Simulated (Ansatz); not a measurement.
An input for Ansatz 0.2.0 (TePb (Fm-3m)):

```yaml
crystal:
  lattice:
    - [0.0, 3.231, 3.231]
    - [3.231, 0.0, 3.231]
    - [3.231, 3.231, 0.0]
  atoms:
    - { symbol: Te, position: [0.5, 0.5, 0.5] }
    - { symbol: Pb, position: [0.0, 0.0, 0.0] }
kpoints:
  mp_grid: { grid: [4, 4, 4] }
  band_path:
    path:
      - [0.0, 0.0, 0.0]
      - [0.5, 0.0, 0.5]
      - [0.625, 0.25, 0.625]
      - [0.375, 0.375, 0.75]
      - [0.5, 0.5, 0.5]
      - [0.5, 0.25, 0.75]
    npoints: 1
hamiltonian:
  xc: hse06
scf:
  occupations: { method: fermi_dirac, width: 0.02 }
  n_extra_bands: 8
magnetization:
  noncollinear: true
  spin_orbit: true
output:
  eigenvalues: true
  write_density: true
  write_potential: true
  elf: true
  volumetric_format: npy
```

```sh
ansatz run input.yaml --threads 3 --pin off --max-ram 92160MiB --backend cuda --events-out ev --progress --plain --runs-dir out --devices 1 --max-vram 13GiB
```

**Question.** Estimate wall time and host memory on 1 × NVIDIA H100 80GB HBM3 (shared by 6 runs) with 3 threads of AMD EPYC 7R13 (Zen 3), shared host.

It took 30 s; on shared hardware allow 15 s to 61 s. Peak host memory was 1.4 GiB. The sizes that set the cost: 1363 plane waves a state, 8 irreducible k points and 20 SCF cycles.

Exact exchange couples every pair of k points and filled bands, so it costs far more than a semilocal run.

[Paths, hosts, dates, memory and timing lines, banners, echoed tables and standing remarks are left out of the program output.]

[Logs are printed without paths, hosts, clocks, repeated set-up lines and the standing remarks that a program may print on its own settings, such as how far it seeks lower states.]

[Runs of the session that timed out or met a known fault of the program may be left out.]

[Cells called generated may have been cut or substituted from an entry of the Crystallography Open Database or the Materials Project.]

[Hosts, paths, dates, database ids (printed as entryN), source tags and the programs' standing remarks are cut or masked in the printed files.]
